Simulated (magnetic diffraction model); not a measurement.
## Magnetic neutron pattern of Sr2Mn2Ga5Cu4

Space group Pm-3 (no. 200), a = 8.8550 Å.

```
site  atom       x       y       z
  6f    Sr  0.1832       0     1/2
  1a    Ga       0       0       0
  6g    Ga  0.3357     1/2       0
  8i    Ga  0.2797  0.2797  0.2797
 12j    Cu  0.1683  0.2574       0
  6h    Mn  0.7259     1/2     1/2
```

This is a made-up structure (elements placed in a structure type, unrelaxed), so the numbers test the method and describe no known phase.

Only Mn is taken to order (form factors of Mn2+); orders and moment sizes are assumed, and not adapted to the symmetry. Radiation: neutrons of λ = 4.2 Å, 3° to 90°; isotropic B of 0.39 Å² (Sr), 0.46 Å² (Ga), 0.46 Å² (Cu) and 0.49 Å² (Mn). The intensities are simulated: I ∝ L Σ (|F_N|² + |F_M⊥|²) for unpolarised neutrons, with F_M = 2.695 fm/μB × Σ f(s) S exp(2πi Q·r) exp(−B s²) at Q = H ± k (one set where k and −k are equivalent), only the part normal to Q counting and L = 1/(sin²θ cos θ). For collinear order S is the moment m, which repeats by lattice and centring translations R with the sign exp(−2πi k·R). Form factors are spin-only for 3d ions and dipole or tabulated for f ions, scattering lengths are Sears's of 1992, and absorption is left out. A label names one of the reflections at its angle. The strongest nuclear line in the range is 100, and lines under 0.2 are left out.

Assume the order k = (1/2 1/2 1/2), collinear moments along [001], 1.66 μB on Mn; signs + at (0.7259, 1/2, 1/2), + at (1/2, 1/2, 0.7259), + at (1/2, 0.7259, 1/2), + at (1/2, 1/2, 0.2741), − at (1/2, 0.2741, 1/2), − at (0.2741, 1/2, 1/2).

Q: Where does magnetic intensity appear, and how strong is it?

| 2θ (°) | index | nuclear | magnetic |
| --- | --- | --- | --- |
| 23.70 | (1/2 1/2 1/2) | 0.0 | 4.2 |
| 27.44 | (1 0 0) | 100.0 | 0.0 |
| 39.19 | (1 1 0) | 8.6 | 0.0 |
| 46.32 | (3/2 1/2 1/2) | 0.0 | 3.7 |
| 48.51 | (1 1 1) | 2.8 | 0.0 |
| 56.63 | (2 0 0) | 7.9 | 0.0 |
| 62.24 | (3/2 3/2 1/2) | 0.0 | 2.0 |
| 64.05 | (2 0 1) | 2.7 | 0.0 |
| 71.03 | (2 1 1) | 3.4 | 0.0 |
| 76.07 | (5/2 1/2 1/2) | 0.0 | 1.4 |
| 84.25 | (2 2 0) | 9.3 | 0.0 |
| 89.10 | (5/2 3/2 1/2) | 0.0 | 1.5 |

The strongest magnetic line in the range is (1/2 1/2 1/2) at 23.70° (4.2). On top of the Lorentz factor, which all lines share, magnetic lines fade with angle because f falls: for Mn2+ it is 0.90, 0.66, 0.41 and 0.12 at sin θ/λ = 0.1, 0.2, 0.3 and 0.5 Å⁻¹, while nuclear lengths stay constant. The order has no net moment.

[Logs are printed without paths, hosts, clocks, repeated set-up lines and the standing remarks that a program may print on its own settings, such as how far it seeks lower states.]
